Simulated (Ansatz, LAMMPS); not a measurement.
# Amorphous 32Ga2O3-68GeO2 (mol %) (69 atoms) under strain, part 2 of 4

Aim: relax amorphous 32Ga2O3-68GeO2 (mol %) (69 atoms), then change its volume and shape to read moduli from the stress.

Ansatz 0.2.0; Kohn-Sham DFT, revPBE, PAW (set soft_1), plane waves; PAW set soft_1.

The cell: 12 Ga, 13 Ge and 44 O. The quench rate of 20 K/ps is orders of magnitude faster than experiment. The network of bonds at the start is that of the classical potential that made the cell. The Brillouin zone is sampled at Γ only.

So far. Step 2 (Single point at the start): The r.m.s. force at the start is 0.90 eV/Å. Step 3 (Cell and atoms relaxed): The relaxation converged after 18 steps, with a largest force component of 0.012 eV/Å.

### 4. Single point at the relaxed geometry

The electronic structure is read at the final geometry, in a run of its own.

The input, input.yaml:

```yaml
crystal:
  lattice:
    - [9.74528, 0.15172, -0.25994]
    - [0.15172, 10.02688, 0.0321]
    - [-0.25994, 0.0321, 9.42669]
  atoms:
    - { symbol: Ga, position: [0.88707, 0.9041, 0.57567] }
    - { symbol: Ga, position: [0.29586, 0.65458, 0.71088] }
    - { symbol: Ga, position: [0.6427, 0.083, 0.71679] }
    - { symbol: Ga, position: [0.58659, 0.37097, 0.80369] }
    - { symbol: Ga, position: [0.04487, 0.79808, 0.8811] }
    - { symbol: Ga, position: [0.9492, 0.57686, 0.62834] }
    [... 57 atom lines left out ...]
    - { symbol: O, position: [0.38224, 0.16297, 0.30049] }
    - { symbol: O, position: [0.92764, 0.2465, 0.02575] }
    - { symbol: O, position: [0.71877, 0.74143, 0.23936] }
    - { symbol: O, position: [0.96463, 0.51993, 0.83372] }
    - { symbol: O, position: [0.3412, 0.30924, 0.62509] }
    - { symbol: O, position: [0.63575, 0.1488, 0.51219] }
kpoints:
  mp_grid: { grid: [1, 1, 1] }
hamiltonian:
  xc: revpbe
  pseudopotentials: { kind: paw, azcp: { folder: soft_1 } }
scf:
  occupations: { method: gaussian, width: 0.05 }
output:
  forces: true
  stress: true
  populations: true
  dos:
    method: { smearing: { sigma: 0.15 } }
    de: 0.1
    projected: { site_lists: { Ga: [Ga], Ge: [Ge], O: [O] } }
  eigenvalues: true
  write_density: true
  write_potential: true
  volumetric_format: npy
```

On the command line:

```sh
$ ansatz run input.yaml --threads 4 --pin off --max-ram 8192MiB --backend cpu --events-out ev --progress --plain --runs-dir out
```

Output:

```text
[...]
Crystal: 69 atoms, lattice volume = 920.220 Å³
Basis set: ecut = 420 eV, 17965 PW (Γ), exchange–correlation on 144×144×128 points (8 copies of the dense FFT grid, shifted against one another)
Bands: 370, of which v1, the nominal top of the filled ones, is band 301 counted from 1 (300 counted from 0)
Symmetry: 1 space group operations
[...]
k-points: 1
[...]
SCF iter   1: F=—  HF=-126373.163671 eV  |F-HF|=—  |Δ(HF+E_count)|=         —  Δρ=1.05e-1  dr2=6.62e1  ethr=3.10e-3  ⟨swp⟩=5.0  Hψ=1366  notcnv=0  defer=38
[...]
SCF iter  14: F=-126353.576613 eV  HF=-126353.576613 eV  |F-HF|=1.66e-8  |Δ(HF+E_count)|=   4.01e-8  Δρ=1.26e-6  dr2=1.45e-8  ethr=1.66e-11  ⟨swp⟩=8.0  Hψ=2137  notcnv=0
SCF 1 converged in 14 iterations: F = -126353.576613 eV  dr2 = 1.45e-8
[...]
SCF converged after 14 iterations
Free energy (F): -126353.576613 eV
[...]
Internal energy: -126353.576613 eV  (E = F + TS)
E sigma→0 (E₀):  -126353.576613 eV
Fermi energy:    6.049329 eV
[...]
--- Forces (eV/Å), atoms counted from 1 ---
  atom   1  Ga    -0.00526047     0.00249278    -0.00317579
  atom   2  Ga    -0.00003267    -0.00011973    -0.00384898
  atom   3  Ga    -0.00164093     0.00038204    -0.00218024
  atom   4  Ga     0.00293869     0.00583550    -0.00310827
  atom   5  Ga    -0.00130233     0.00438547    -0.00243638
  atom   6  Ga    -0.00400378     0.00069637    -0.00160653
  atom   7  Ga    -0.00443356     0.00642205    -0.00577461
  atom   8  Ga     0.00293029     0.00119275     0.00567551
  atom   9  Ga     0.00770835     0.00071891     0.00202442
  atom  10  Ga     0.00225510    -0.00719573     0.00117194
  atom  11  Ga    -0.00552076     0.00023456    -0.00768409
  atom  12  Ga     0.00126973    -0.00232027    -0.00141668
  atom  13  Ge    -0.00088556     0.00236994     0.00068238
  atom  14  Ge    -0.00441207    -0.00497145    -0.00212352
[...]
atom  68  O      0.00173998    -0.00140437     0.00147749
  atom  69  O      0.00064810    -0.00214690    -0.00034903
  max |Σ_I F_I| component: 4.37e-5 eV/Å
--- Stress (GPa, compression-positive) ---
        0.006104       0.005916      -0.009355
        0.005915       0.006582       0.008249
       -0.009355       0.008249      -0.017524
  P = ⅓ Tr σ = -0.0016 GPa (-0.016 kbar)
--- Band table (eV) ---
[...]
--- Löwdin populations: 69 sites ---
  site symbol       q [e]
     0     Ga     11.8857
     1     Ga     11.8879
     2     Ga     11.8960
[...]
68      O      6.6603
  spilling = 0.004602 (of n_electrons = 602.000000)
```

Wall time 22 s (4 threads of Arm Neoverse V1, shared host); peak memory 1.3 GiB; 81 s of CPU time.

The run gave:

* free energy: -126353.5766 eV
* free energy per atom: -1831.2113 eV/atom
* SCF cycles: 14
* pressure: -0.001613 GPa
* r.m.s. force component: 0.00338 eV/Å
* longest force: 0.01544 eV/Å
* Fermi energy: 6.049 eV
* gap (highest filled to lowest empty level): 1.563 eV
* spilling of the projection: 0.004602

Löwdin charges by element and coordination (they lack the spilled electrons, 0.040 e an atom on average):

```
element  coordination  atoms  mean charge (e)  spread   least    most
     Ga           all     12             1.09  0.0187    1.05    1.11
     Ga             4      5             1.10  0.0115    1.08    1.11
     Ga             5      3             1.09  0.0059    1.08    1.09
     Ga             6      4             1.07  0.0124    1.05    1.09
     Ge           all     13             1.49  0.0214    1.46    1.53
     Ge             4     10             1.50   0.018    1.47    1.53
     Ge             5      3             1.46  0.0057    1.46    1.47
      O           all     44           -0.673  0.0181  -0.723  -0.633
      O             2     19           -0.679  0.0172  -0.723  -0.651
      O             3     24           -0.668  0.0174  -0.701  -0.633
      O             4      1           -0.684       0  -0.684  -0.684
```

Density of states as counts of states in windows of 1 eV (from the Fermi level), total and the larger projections:

```
from (eV)  to (eV)  total   O p  Ge p   O s  Ga d
      -18      -17   29.1   0.2   2.2  22.1   1.9
      -17      -15    0.0   0.0   0.0   0.0   0.0
      -15      -14   54.2   0.6   0.1   0.6  52.7
      -14      -13   65.7   0.7   0.2   2.0  62.3
      -13      -12    0.2   0.0   0.0   0.0   0.1
      -12      -11    0.0   0.0   0.0   0.0   0.0
      -11      -10    0.2   0.1   0.0   0.0   0.0
      -10       -9    8.6   4.4   0.3   0.5   0.1
       -9       -8    8.1   4.3   0.3   0.6   0.1
       -8       -7   12.8   7.5   0.7   0.8   0.1
       -7       -6   19.9  13.1   1.9   0.7   0.1
       -6       -5   29.7  21.5   4.0   0.8   0.1
       -5       -4   31.6  24.5   2.6   1.1   0.2
       -4       -3   40.2  34.2   1.7   1.1   0.2
       -3       -2   60.7  56.4   0.8   0.8   0.3
       -2       -1   45.5  43.7   0.3   0.3   0.2
       -1        0    6.7   6.5   0.0   0.0   0.0
        0        1    1.9   0.3   0.0   0.4   0.0
        1        2    0.1   0.0   0.0   0.0   0.0
        2        3    4.1   1.2   0.3   0.6   0.0
        3        4   13.5   3.9   1.1   1.7   0.0
        4        5   16.8   5.0   1.5   1.6   0.0
```

Between -26 and -18 eV lie 189 more states.

The levels nearest the highest filled one (over half full), pooled over k-points and spins:

```
level less the highest filled one (eV)  occupation
                                -0.519           2
                                -0.379           2
                                -0.275           2
                                -0.167           2
                               -0.0833           2
                                     0           2
                                  1.56           0
                                  3.56           0
                                  3.61           0
                                  3.83           0
                                  4.11           0
                                  4.16           0
```

Electrostatic potential energy in the ac plane at fractional y = 0.078, with atoms of Ga and Ge and O within 0.2 Å of it. With pseudopotentials it is smooth inside the atoms' cores, unlike the true potential.

Ten even steps from '_' (-22 eV) to '@' (13 eV), each cell a mean:
```
==%%@@@@@@@@@@%%%%@@@@@@@@@@@@@@@@@@@@@@%%##::..--::..
++%%@@@@@@@@@@@@%%%%%%@@@@@@@@@@@@@@@@@@%%##--..::::..
##%%@@@@@@@@@@@@%%%%%%@@@@@@@@@@@@@@@@@@%%%%**--..::==
%%@@@@@@@@@@@@####%%%%@@@@@@@@@@%%####%%%%%%####**##%%
@@@@@@@@@@@@==____==%%@@@@@@%%##++++++**####**%%%%@@@@
@@%%%%##%%##..____::@@@@@@@@##++%%@@@@****%%%%@@@@@@@@
%%##++++++**--____**@@@@@@%%##++@@@@@@##**%%@@@@@@@@@@
%%++##@@%%++####%%@@@@@@@@%%##++@@@@@@****%%@@@@@@@@@@
**++@@@@@@++##%%@@@@@@@@@@%%%%**++**++**%%@@@@@@**::::
::++**%%**++%%@@@@@@@@@@@@@@%%%%######%%%%@@@@##..____
==##**++**##%%@@@@@@@@@@@@%%%%%%%%##%%@@@@@@@@##..____
##%%%%######@@@@@@@@@@@@%%########++%%@@@@@@@@@@**--==
****##**--==%%@@@@@@@@%%**==::--**##%%@@@@@@@@@@%%%%##
##++++##++**@@@@@@@@%%##--......--##%%@@@@@@@@@@%%**++
@@@@++##%%@@@@@@@@@@%%**..::--::::**%%@@@@@@@@%%##++@@
@@@@++##@@@@@@@@@@@@%%**::..::..--##%%@@@@@@@@%%##++@@
##++**%%@@@@%%%%%%%%%%##++::..--**%%@@@@@@@@@@%%##++++
****++++%%%%##****##%%%%####**##++**%%@@@@@@@@%%%%##**
%%--____::**--..::++##%%%%%%%%%%++**@@@@@@@@@@@@%%%%%%
%%::____..--......::**%%@@@@@@@@@@@@@@@@@@@@@@@@@@@@@@
@@**::::++--..::..::**%%@@@@@@@@@@@@@@@@@@@@@@@@%%%%@@
%%@@@@%%%%++....::==##@@@@@@@@@@@@@@@@@@@@@@%%%%####%%
##%%@@@@%%##**++**##%%@@@@@@@@@@@@@@@@@@@@%%##++----++
++%%@@@@@@%%%%%%%%%%@@@@@@@@@@@@@@@@@@@@@@%%==........
```
Columns run along a (9.7 Å; values clipped at the 3rd and 97th percentile), rows up along c (9.4 Å). Atoms in or near the plane, at fractional coordinates: Ga at (0.64, 0.72), Ge at (0.52, 0.38), Ge at (0.91, 0.96), O at (0.28, 0.76), O at (0.10, 0.19), O at (0.94, 0.58).

Valence density in the ac plane at fractional y = 0.078, with atoms of Ga and Ge and O within 0.2 Å of it. It is the smooth field of the valence electrons, not physical close to the nuclei.

Ten steps, logarithmic in the rise over the least value, from '_' (0 e/Å³) to '@' (38 e/Å³), each cell a mean:
```
..__________________________________________..**@@@@==
....________________________________________..++%%##--
....______________________________________....::::::..
....________..::::..____________________..::::::....__
__________..--++==--..________....::......::::....____
__________::==****==..________..==**++::........______
____......::--====--..________::##@@%%--....__________
....--==--....::::..__________..++##++::__________....
::::==++==....__________________..::....______..::==--
--::::--::..____________________......________::==**++
--..........__________________....::....______::==**++
::......::::..________________..::::::..______..::----
......::----..____________....::::::..__________......
::::..::--::..__________..++**==::..______________..::
**==::......__________..--%%@@##::..______________..==
**==....__________......::**##++::..______________..==
::::....__________..::::..::::::::....____________..::
..::----::..____..........__..::::::..________________
..--++++--::..::::....________::--::..________________
..==**++==::==**++::__________........________________
..::====::::==**++::..________________________________
__..........::--::....________________________________
____________..........______________________..........
________________....________________________..--**++::
```
Columns run along a (9.7 Å), rows up along c (9.4 Å). Atoms in or near the plane, at fractional coordinates: Ga at (0.64, 0.72), Ge at (0.52, 0.38), Ge at (0.91, 0.96), O at (0.28, 0.76), O at (0.10, 0.19), O at (0.94, 0.58).

The highest filled and lowest empty levels differ by 1.56 eV (at Γ alone); a semilocal functional tends to put such gaps too low. In a disordered cell it changes from sample to sample, and tail or defect levels can set it. Mean Löwdin charges: Ga +1.09, Ge +1.49, O -0.67 e (they miss 0.46 % of the electrons, so they add up to more than the cell's charge).

### 5. Volume -3 %

The relaxed cell is scaled evenly and the atoms are relaxed again; the stress at the end gives one point of P(V).

input.yaml, the sections that differ from step 4:

```yaml
crystal:
  lattice:
    - [9.64684, 0.15019, -0.25731]
    - [0.15019, 9.92559, 0.03178]
    - [-0.25731, 0.03178, 9.33146]
  atoms:
    [... the 69 atom lines of step 4 ...]
output:
  forces: true
  eigenvalues: true
  stress: true
relax:
  f_tol: 0.05
  max_steps: 70
# kpoints, hamiltonian, scf: as in step 4
```

Output:

```text
Warning: output.stress: scf.convergence.dr2_threshold = 1e-7 eV (the SCF's general default) is looser than the 6.9e-9 eV advised for a printed stress (1e-10 eV for each atom of the cell: 69). What an SCF threshold leaves in a stress goes as its square root, and in the free energy as the threshold itself, and one threshold admits the most on a small cell: [...]
[...]
Crystal: 69 atoms, lattice volume = 892.613 Å³
Basis set: ecut = 420 eV, 17455 PW (Γ), exchange–correlation on 144×144×128 points (8 copies of the dense FFT grid, shifted against one another)
Bands: 370, of which v1, the nominal top of the filled ones, is band 301 counted from 1 (300 counted from 0)
Symmetry: 1 space group operations
[...]
k-points: 1
[...]
SCF iter   1: F=—  HF=-126373.522484 eV  |F-HF|=—  |Δ(HF+E_count)|=         —  Δρ=1.08e-1  dr2=6.89e1  ethr=3.10e-3  ⟨swp⟩=6.0  Hψ=1488  notcnv=0
[...]
SCF iter  10: F=-126353.193379 eV  HF=-126353.193372 eV  |F-HF|=6.93e-6  |Δ(HF+E_count)|=   1.26e-5  Δρ=2.40e-5  dr2=5.62e-6  ethr=1.04e-8  ⟨swp⟩=10.0  Hψ=1871  notcnv=0
SCF 1 converged in 10 iterations: F = -126353.193379 eV  dr2 = 5.62e-6
[...]
relax step   1: F+E_penalty+E_count = -126353.19337941 eV  Δ(F+E_penalty+E_count) = +0.000e0 eV  max|allowed force component| = 4.051e-1 eV/Å  Δτ_max = 0.0000 Å  (10 SCF iters, dr2 threshold 6.25e-5 eV, accepted)
[...]
relax step   2: F+E_penalty+E_count = -126353.32621670 eV  Δ(F+E_penalty+E_count) = -1.328e-1 eV  max|allowed force component| = 2.272e-1 eV/Å  Δτ_max = 0.0417 Å  (6 SCF iters, dr2 threshold 1.03e-5 eV, accepted)
[...]
relax step   3: F+E_penalty+E_count = -126353.39113742 eV  Δ(F+E_penalty+E_count) = -6.492e-2 eV  max|allowed force component| = 9.593e-2 eV/Å  Δτ_max = 0.0413 Å  (7 SCF iters, dr2 threshold 3.23e-6 eV, accepted)
relax step   4: F+E_penalty+E_count = -126353.39230300 eV  Δ(F+E_penalty+E_count) = -1.166e-3 eV  max|allowed force component| = 1.911e-1 eV/Å  Δτ_max = 0.0354 Å  (9 SCF iters, accepted)
relax step   5: F+E_penalty+E_count = -126353.40267692 eV  Δ(F+E_penalty+E_count) = -1.037e-2 eV  max|allowed force component| = 4.298e-2 eV/Å  Δτ_max = 0.0159 Å  (6 SCF iters, dr2 threshold 6.51e-6 eV, accepted)
[...]
relax step   6: F+E_penalty+E_count = -126353.40267733 eV  Δ(F+E_penalty+E_count) = -4.066e-7 eV  max|allowed force component| = 4.307e-2 eV/Å  Δτ_max = 0.0000 Å  (4 SCF iters, accepted)
SCF converged after 4 iterations
Free energy (F): -126353.402677 eV
[...]
Internal energy: -126353.402677 eV  (E = F + TS)
E sigma→0 (E₀):  -126353.402677 eV
Fermi energy:    6.484089 eV
[...]
--- Forces (eV/Å), atoms counted from 1 ---
  atom   1  Ga     0.00697765     0.00915856     0.01233791
  atom   2  Ga    -0.00655100     0.01598915    -0.01525181
  atom   3  Ga    -0.00537630    -0.01811526     0.01468065
  atom   4  Ga     0.04306620     0.00269222     0.00989323
  atom   5  Ga    -0.00433221    -0.00588279     0.01341531
  atom   6  Ga    -0.00189488    -0.02136643    -0.02419578
  atom   7  Ga     0.01745640    -0.01894915    -0.01602001
  atom   8  Ga     0.00817133    -0.02221126    -0.01848537
  atom   9  Ga     0.01342943     0.02046836    -0.02633804
  atom  10  Ga     0.03032930    -0.02236011    -0.00023452
  atom  11  Ga    -0.02391695     0.01864021     0.00163578
  atom  12  Ga     0.02468745     0.02407578     0.00263825
  atom  13  Ge     0.01052451     0.01791276     0.01836925
  atom  14  Ge     0.00762788    -0.01295916     0.00344604
[...]
atom  68  O     -0.01967556     0.02715528    -0.02982056
  atom  69  O     -0.00118685    -0.00466396     0.01296624
  max |Σ_I F_I| component: 6.77e-5 eV/Å
--- Stress (GPa, compression-positive) ---
        1.877316       0.098750      -0.364150
        0.098750       2.397446       0.157532
       -0.364150       0.157532       1.927722
  P = ⅓ Tr σ = 2.0675 GPa (20.675 kbar)
--- Band table (eV) ---
[...]
--- Relaxed structure (6 steps of the walk, 6 accepted, 0 SCFs on fresh bases) ---
  F+E_penalty+E_count = -126353.40267733 eV   max|allowed force component| = 4.307e-2 eV/Å
  atoms:
    - { symbol: Ga, position: [0.888029, 0.902306, 0.575038] }
    - { symbol: Ga, position: [0.297794, 0.650774, 0.714814] }
    - { symbol: Ga, position: [0.641346, 0.081225, 0.722258] }
    - { symbol: Ga, position: [0.584123, 0.373975, 0.802581] }
[...]
- { symbol: O, position: [0.635636, 0.147846, 0.514947] }
```

It took 65 s on 4 threads; peak memory 1.3 GiB; 4.1 min of CPU time.

The program notes that the SCF threshold is loose for the stress.

The relaxation converged after 6 steps, 0.209 eV below its start, with a largest force component of 0.043 eV/Å.

Volume -3 %: the energy stands 0.174 eV above that of the reference, at a pressure of 2.07 GPa.

### 6. Volume +3 %

The relaxed cell is scaled to another volume.

Input and log are left out; they have the form of those shown for this kind of step.

Run time: 92 s. Hardware: 4 threads of Arm Neoverse V1, shared host; peak memory 1.3 GiB; 5.7 min of CPU time.

The relaxation converged after 7 steps, 0.185 eV below its start, with a largest force component of 0.034 eV/Å.

Volume +3 %: the energy stands 0.160 eV above that of the reference, at a pressure of -1.83 GPa.

### 7. Volume -6 %

The relaxed cell is scaled to another volume.

Input and log are left out; they have the form of those shown for this kind of step.

Run time: 83 s. Hardware: 4 threads of Arm Neoverse V1, shared host; peak memory 1.2 GiB.

The relaxation converged after 7 steps, 0.930 eV below its start, with a largest force component of 0.044 eV/Å.

Volume -6 %: the energy stands 0.706 eV above that of the reference, at a pressure of 4.26 GPa.

(Part 2 of 4 ends here.)

[Long decimals in the printed logs are rounded to 6 places.]

[Logs are printed without paths, hosts, clocks, repeated set-up lines and the standing remarks that a program may print on its own settings, such as how far it seeks lower states.]

[Hosts, paths, dates, database ids (printed as entryN), source tags and the programs' standing remarks are cut or masked in the printed files.]
